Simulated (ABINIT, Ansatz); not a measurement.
# How the form of the self-energy moves the gap of CaC2 (I4/mmm), part 2 of 2

Wanted: the gap of CaC2 (I4/mmm) under several approximations, with cost.

ABINIT 10.8.3; PBEsol and many-body steps on it, plane waves. Known limits of the many-body steps: not at the basis limit; coarse k mesh.

So far. Step 5 (G0W0, Engel-Farid plasmon pole): Against G0W0 in ABINIT (4×4×4 mesh, 53 bands, screening to 114.3 eV, Godby-Needs plasmon pole), the gap moves by +0.027 eV. Step 6 (G0W0, von der Linden-Horsch plasmon pole): Against G0W0 in ABINIT (4×4×4 mesh, 53 bands, screening to 114.3 eV, Godby-Needs plasmon pole), the gap moves by +0.022 eV.

## Step 7: One-shot COHSEX

This step: one-shot COHSEX on PBEsol, plane waves, norm-conserving pseudopotentials.

Contents of run.abi:

```
acell 3*1.0 Angstrom
rprim 
  -1.934298599400 1.934298599400 3.202111242500
  1.934298599400 -1.934298599400 3.202111242500
  1.934298599400 1.934298599400 -3.202111242500
ntypat 2
znucl 20 6
natom 3
typat 1 2 2
xred 
  0.000000000000 0.000000000000 0.000000000000
  0.597892720000 0.597892720000 0.000000000000
  0.402107280000 0.402107280000 0.000000000000
pp_dirpath "pseudos"
pseudos "Ca.upf, C.upf"
ecut 37
ngkpt 4 4 4
nshiftk 1
shiftk 0 0 0
kptopt 1
chksymbreak 0
istwfk *1
occopt 1
irdwfk 1
optdriver 4
nband 53
gwcalctyp 7
ecutsigx 37
symsigma 1
nkptgw 3
kptgw 
  0.5000000000 0.5000000000 0.5000000000
  0.5000000000 0.5000000000 0.0000000000
  0.0000000000 0.0000000000 0.0000000000
bdgw 
  7 11
  8 11
  8 11
ecuteps 4.2
irdscr 1
indata_prefix "in"
outdata_prefix "out"
tmpdata_prefix "tmp"
```

Started as:

```bash
OMP_NUM_THREADS=1 mpirun -n 4 abinit run.abi > log
```

Output:

```text
.Version 10.8.3 of ABINIT. v10.8.2 released Aug 2026.

 Symmetries : space group I4/m m m (#139); Bravais tI (body-center tetrag.)
[... echo of the input left out ...]
== DATASET  1 ==================================================================
-   mpi_nproc: 4, omp_nthreads: 1 (-1 if OMP is not activated)

--- !DatasetInfo
iteration_state: {dtset: 1, }
dimensions: {natom: 3, nkpt: 13, mband: 53, nsppol: 1, nspinor: 1, nspden: 1, mpw: 3508, }
cutoff_energies: {ecut:  37.0, pawecutdg:  -1.0, }
[...]
Band     E0 <VxcDFT>   SigX SigC(E0)      Z dSigC/dE  Sig(E)    E-E0       E
[...]
10   6.317 -12.062  -6.650  -5.216   1.000   0.000 -11.866   0.196   6.514
       11   6.317 -12.062  -6.650  -5.216   1.000   0.000 -11.866   0.196   6.514

== END DATASET(S) ==============================================================
================================================================================

 -outvars: echo values of variables after computation  --------
           etotal      0.0000000000E+00
            nband          53
             nkpt          13
          spgroup         139
 [... the other variables as echoed above ...]

 Calculation completed.
```

Run time: 8.8 s. Hardware: 4 MPI ranks of Arm Neoverse V2, shared host; peak memory 1.7 GiB.

This step gave:

```
quasiparticle gap on the points computed              : 4.027 eV
starting gap on the mesh                              : 1.205 eV
k of the valence top                                  : 0.5, 0.5, 0.5
k of the conduction bottom                            : 0.5, 0.5, 0
least direct quasiparticle gap on the computed points : 5.268 eV
```

Against G0W0 in ABINIT (4×4×4 mesh, 53 bands, screening to 114.3 eV, Godby-Needs plasmon pole), the gap moves by +1.050 eV.

## Step 8: One-shot Hartree-Fock

This step: one-shot Hartree-Fock on PBEsol, plane waves, norm-conserving pseudopotentials.

Changes to run.abi since step 7:

```diff
@@ -25,4 +25,4 @@
 optdriver 4
-nband 53
-gwcalctyp 7
+nband 13
+gwcalctyp 5
 ecutsigx 37
@@ -38,4 +38,4 @@
   8 11
-ecuteps 4.2
-irdscr 1
+ixc_sigma 40
+fftgw 31
 indata_prefix "in"
```

Output:

```text
.Version 10.8.3 of ABINIT. v10.8.2 released Aug 2026.

 Symmetries : space group I4/m m m (#139); Bravais tI (body-center tetrag.)
[... echo of the input left out ...]
== DATASET  1 ==================================================================
-   mpi_nproc: 4, omp_nthreads: 1 (-1 if OMP is not activated)

--- !DatasetInfo
iteration_state: {dtset: 1, }
dimensions: {natom: 3, nkpt: 13, mband: 13, nsppol: 1, nspinor: 1, nspden: 1, mpw: 3508, }
cutoff_energies: {ecut:  37.0, pawecutdg:  -1.0, }
[...]
Band     E0 <VxcDFT>   SigX SigC(E0)      Z dSigC/dE  Sig(E)    E-E0       E
[...]
10   6.317 -12.062  -6.650   0.000   1.000   0.000  -6.650   5.413  11.730
       11   6.317 -12.062  -6.650   0.000   1.000   0.000  -6.650   5.413  11.730

== END DATASET(S) ==============================================================
================================================================================

 -outvars: echo values of variables after computation  --------
           etotal      0.0000000000E+00
            nband          13
             nkpt          13
          spgroup         139
 [... the other variables as echoed above ...]

 Calculation completed.
```

Wall time 5.5 s (4 MPI ranks); peak memory 1.6 GiB.

This step gave:

```
quasiparticle gap on the points computed              : 9.449 eV
starting gap on the mesh                              : 1.205 eV
k of the valence top                                  : 0, 0, 0
k of the conduction bottom                            : 0.5, 0.5, 0
least direct quasiparticle gap on the computed points : 10.35 eV
```

Against G0W0 in ABINIT (4×4×4 mesh, 53 bands, screening to 114.3 eV, Godby-Needs plasmon pole), the gap moves by +6.472 eV.

## Step 9: Screening, 4×4×4 mesh, 53 bands, screening to 114.3 eV

This step: RPA screening on PBEsol, plane waves, norm-conserving pseudopotentials.

Changes to run.abi since step 8:

```diff
@@ -24,18 +24,14 @@
 irdwfk 1
-optdriver 4
-nband 13
-gwcalctyp 5
-ecutsigx 37
-symsigma 1
-nkptgw 3
-kptgw 
-  0.5000000000 0.5000000000 0.5000000000
-  0.5000000000 0.5000000000 0.0000000000
-  0.0000000000 0.0000000000 0.0000000000
-bdgw 
-  7 11
-  8 11
-  8 11
-ixc_sigma 40
-fftgw 31
+optdriver 3
+nband 53
+ecuteps 4.2
+inclvkb 2
+awtr 1
+symchi 1
+gwcalctyp 2
+nfreqre 16
+freqremax 40 eV
+nfreqim 8
+spmeth 1
+nomegasf 120
 indata_prefix "in"
```

Output:

```text
.Version 10.8.3 of ABINIT. v10.8.2 released Aug 2026.

 Symmetries : space group I4/m m m (#139); Bravais tI (body-center tetrag.)
[... echo of the input left out ...]
== DATASET  1 ==================================================================
-   mpi_nproc: 4, omp_nthreads: 1 (-1 if OMP is not activated)

--- !DatasetInfo
iteration_state: {dtset: 1, }
dimensions: {natom: 3, nkpt: 13, mband: 53, nsppol: 1, nspinor: 1, nspden: 1, mpw: 3508, }
cutoff_energies: {ecut:  37.0, pawecutdg:  -1.0, }
electrons: {nelect:   1.80000000E+01, charge:   0.00000000E+00, occopt:   1.00000000E+00, tsmear:   1.00000000E-02, }

 SCREENING: Calculation of the susceptibility and dielectric matrices

 Based on a program developped by R.W. Godby, V. Olevano, G. Onida, and L. Reining.
 Incorporated in ABINIT by V. Olevano, G.-M. Rignanese, and M. Torrent.
.Using double precision arithmetic ; gwpc =  8

[... cell and pseudopotentials left out ...]
--------------------------------------------------------------------------------

 ==== K-mesh for the wavefunctions ====
 Number of points in the irreducible wedge :    13
[... list of points left out ...]
 Together with 16 symmetry operations and time-reversal symmetry
 yields    64 points in the full Brillouin Zone.

 ==== Q-mesh for the screening function ====
 Number of points in the irreducible wedge :    13
[... list of points left out ...]
 Together with 16 symmetry operations and time-reversal symmetry
 yields    64 points in the full Brillouin Zone.

 setmesh: FFT mesh size selected  =    45x   45x   45
          total number of points  =        91125

 vcoul_init : cutoff-mode = AUXILIARY_FUNCTION
 q-points for optical limit:   1
     1)      0.000010    0.000020    0.000030

- screening: taking advantage of time-reversal symmetry
- Maximum band index for partially occupied states nbvw = 9
- Remaining bands to be divided among processors   nbcw = 44
- Number of bands treated by each node ~11

 Number of electrons calculated from density =   18.0000; Expected =   18.0000
 average of density, n =  0.055659
 r_s =    1.6248
 omega_plasma =   22.7574 [eV]

 calculating chi0 at frequencies [eV] :
  1    0.000000E+00    0.000000E+00
  2    2.666667E+00    0.000000E+00
  3    5.333333E+00    0.000000E+00
[...]
23    0.000000E+00    5.795903E+01
 24    0.000000E+00    8.160694E+01

--------------------------------------------------------------------------------
  q-point number  1        q = ( 0.000000, 0.000000, 0.000000) [r.l.u.]
--------------------------------------------------------------------------------
[... chi0 elements left out ...]
  [... further frequencies ...]

 No. of calculated frequencies >  15, stop printing
 For q-point:  0.000010 0.000020 0.000030
  dielectric constant =   3.5821
  dielectric constant without local fields =   4.1769

  Average fulfillment of the sum rule on Im[epsilon] for q-point    1 :     56.80  [%]
[... wings left out ...]
  q-point number  2        q = ( 0.250000, 0.000000, 0.000000) [r.l.u.]
--------------------------------------------------------------------------------
[... chi0 elements left out ...]
  [... further frequencies ...]

 No. of calculated frequencies >  15, stop printing
  Average fulfillment of the sum rule on Im[epsilon] for q-point    2 :     71.24  [%]

 [... 11 further q-points ...]
```

The job ended after 64 s (4 MPI ranks; peak memory 2 GiB; 4.3 min of CPU time).

Numbers from this step:

```
ε∞ with local fields, on this mesh, along the program's q direction : 3.582
the same without local fields                                       : 4.177
plasma frequency                                                    : 22.76 eV
plane waves in the screening matrix                                 : 129
```

## Step 10: G0W0, contour deformation

This step: G0W0 on PBEsol, plane waves, norm-conserving pseudopotentials.

Changes to run.abi since step 9:

```diff
@@ -24,14 +24,18 @@
 irdwfk 1
-optdriver 3
+optdriver 4
 nband 53
+gwcalctyp 2
+ecutsigx 37
+symsigma 1
+nkptgw 3
+kptgw 
+  0.5000000000 0.5000000000 0.5000000000
+  0.5000000000 0.5000000000 0.0000000000
+  0.0000000000 0.0000000000 0.0000000000
+bdgw 
+  7 11
+  8 11
+  8 11
 ecuteps 4.2
-inclvkb 2
-awtr 1
-symchi 1
-gwcalctyp 2
-nfreqre 16
-freqremax 40 eV
-nfreqim 8
-spmeth 1
-nomegasf 120
+irdscr 1
 indata_prefix "in"
```

Output:

```text
.Version 10.8.3 of ABINIT. v10.8.2 released Aug 2026.

 Symmetries : space group I4/m m m (#139); Bravais tI (body-center tetrag.)
[... echo of the input left out ...]
== DATASET  1 ==================================================================
-   mpi_nproc: 4, omp_nthreads: 1 (-1 if OMP is not activated)

--- !DatasetInfo
iteration_state: {dtset: 1, }
dimensions: {natom: 3, nkpt: 13, mband: 53, nsppol: 1, nspinor: 1, nspden: 1, mpw: 3508, }
cutoff_energies: {ecut:  37.0, pawecutdg:  -1.0, }
[...]
Band     E0 <VxcDFT>   SigX SigC(E0)      Z dSigC/dE  Sig(E)    E-E0       E
[...]
11   6.317 -12.062  -6.650  -3.306   0.787  -0.271 -10.404   1.658   7.976
       11   0.000   0.000   0.000  -0.001   0.000   0.000  -0.001  -0.001  -0.001

== END DATASET(S) ==============================================================
================================================================================

 -outvars: echo values of variables after computation  --------
           etotal      0.0000000000E+00
            nband          53
             nkpt          13
          spgroup         139
 [... the other variables as echoed above ...]

 Calculation completed.
```

The job ended after 13 s (4 MPI ranks; peak memory 1.8 GiB; 50 s of CPU time).

Numbers from this step:

* G0W0 gap on the points computed: 2.934 eV
* starting gap on the mesh: 1.205 eV
* k of the valence top: 0.5, 0.5, 0.5
* k of the conduction bottom: 0.5, 0.5, 0
* least direct G0W0 gap on the computed points: 4.131 eV

Against G0W0 in ABINIT (4×4×4 mesh, 53 bands, screening to 114.3 eV, Godby-Needs plasmon pole), the gap moves by −0.043 eV.

## Step 11: The runs together

Times are wall times on 4 MPI ranks of Arm Neoverse V2, shared host, good to a factor of about two. A run's time includes the screening step that it read.

```
                                     run   mesh  bands  screening cutoff (eV)  DFT gap (eV)  gap on the mesh (eV)  direct (eV)  ε∞ used   time
          G0W0, Godby-Needs plasmon pole  4×4×4     53                  114.3         1.205                 2.977        4.220     3.57   69 s
          G0W0, Engel-Farid plasmon pole  4×4×4     53                  114.3         1.205                 3.004        4.273     3.57   68 s
G0W0, von der Linden-Horsch plasmon pole  4×4×4     53                  114.3         1.205                 2.999        4.325     3.57   68 s
                         one-shot COHSEX  4×4×4     53                  114.3         1.205                 4.027        5.268     3.57   65 s
                   one-shot Hartree-Fock  4×4×4      -                      -         1.205                 9.449       10.349        -  5.5 s
               G0W0, contour deformation  4×4×4     53                  114.3         1.205                 2.934        4.131     3.58   77 s
```

## Step 12: Outcome

- G0W0, Godby-Needs plasmon pole: 2.977 eV
- G0W0, Engel-Farid plasmon pole: 3.004 eV
- G0W0, von der Linden-Horsch plasmon pole: 2.999 eV
- one-shot COHSEX: 4.027 eV
- one-shot Hartree-Fock: 9.449 eV
- G0W0, contour deformation: 2.934 eV
- known limits: not at the basis limit; coarse k mesh

**Reading.** G0W0, Engel-Farid plasmon pole: +0.027 eV against G0W0, Godby-Needs plasmon pole. G0W0, von der Linden-Horsch plasmon pole: +0.022 eV against G0W0, Godby-Needs plasmon pole. One-shot COHSEX: +1.050 eV against G0W0, Godby-Needs plasmon pole. One-shot Hartree-Fock: +6.472 eV against G0W0, Godby-Needs plasmon pole. G0W0, contour deformation: −0.043 eV against G0W0, Godby-Needs plasmon pole. Bare exchange alone opens the gap to 9.45 eV; against G0W0, correlation takes back 6.47 eV. Static COHSEX lies above G0W0: it lacks the factor Z and overstates the Coulomb hole of the filled states. Bands and cutoff are finite, so the gap is not at the basis limit. The miss can reach some tenths of an eV and take either sign; the mesh is an error of its own. In the G0W0 runs levels were corrected at 3 k points alone, so a gap called «on the mesh» is the least over those, and an edge elsewhere would be missed. The 4×4×4 mesh is coarse for this cell, which bears on the long-range parts of exchange and screening.

[Paths, hosts, dates, memory and timing lines, banners, echoed tables and standing remarks are left out of the program output.]

[Logs are printed without paths, hosts, clocks, repeated set-up lines and the standing remarks that a program may print on its own settings, such as how far it seeks lower states.]

[Runs of the session that timed out or met a known fault of the program may be left out.]

[Hosts, paths, dates, database ids (printed as entryN), source tags and the programs' standing remarks are cut or masked in the printed files.]

[G0W0 gaps are taken among the corrected bands and points alone; a level outside them can change the order at an edge.]

[Where Ansatz stands beside ABINIT at settings called matched, ABINIT's density can come from a denser mesh and the files from another edition; pairs whose starting gaps differed by over 0.03 eV were left out, so agreement reads better than it is.]
